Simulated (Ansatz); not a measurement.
In doubt: masses and optical values from hybrid runs of this build are listed as unsure, which bears on the screening that GW takes from such a start.

Rows from a G0W0 calculation on NbInO4 (P2/c) (Ansatz 0.2.0; G0W0 on PBE0, plane waves, PAW; 4×2×4 mesh, 306 empty bands, screening to 96 eV), in eV. Spin-orbit coupling is left out.

```csv
row,k,band,start,Σx,Σc at the solution,Vxc
A,"(0.250, 0.000, -0.250)",c2,13.461,-12.931,-4.543,-17.986
B,"(0.250, 0.000, -0.500)",c2,13.780,-13.300,-4.475,-18.310
C,"(0.250, 0.000, -0.500)",v1,7.293,-26.110,4.295,-22.401
D,"(0.250, 0.000, -0.500)",c1,13.152,-12.609,-4.392,-17.482
E,"(0.250, 0.000, -0.250)",c1,13.407,-12.745,-4.446,-17.683
F,"(0.250, 0.000, -0.250)",v1,7.491,-26.393,4.257,-22.738
```

Question: Give the quasiparticle energies and the shift of each level.

The quasiparticle equation reads E = start + Σx + Σc(E) − Vxc.

```csv
row,E (eV),shift (eV)
A,13.973,+0.511
B,14.316,+0.535
C,7.878,+0.585
D,13.633,+0.481
E,13.900,+0.492
F,8.094,+0.603
```

The gap over the computed points goes from 5.66 eV to 5.54 eV.

Limits: not at the basis limit; no spin-orbit coupling; coarse k mesh.

[Paths, hosts, dates, memory and timing lines, banners, echoed tables and standing remarks are left out of the program output.]

[Logs are printed without paths, hosts, clocks, repeated set-up lines and the standing remarks that a program may print on its own settings, such as how far it seeks lower states.]

[Runs of the session that timed out or met a known fault of the program may be left out.]

[Cells called generated may have been cut or substituted from an entry of the Crystallography Open Database or the Materials Project.]

[Hosts, paths, dates, database ids (printed as entryN), source tags and the programs' standing remarks are cut or masked in the printed files.]
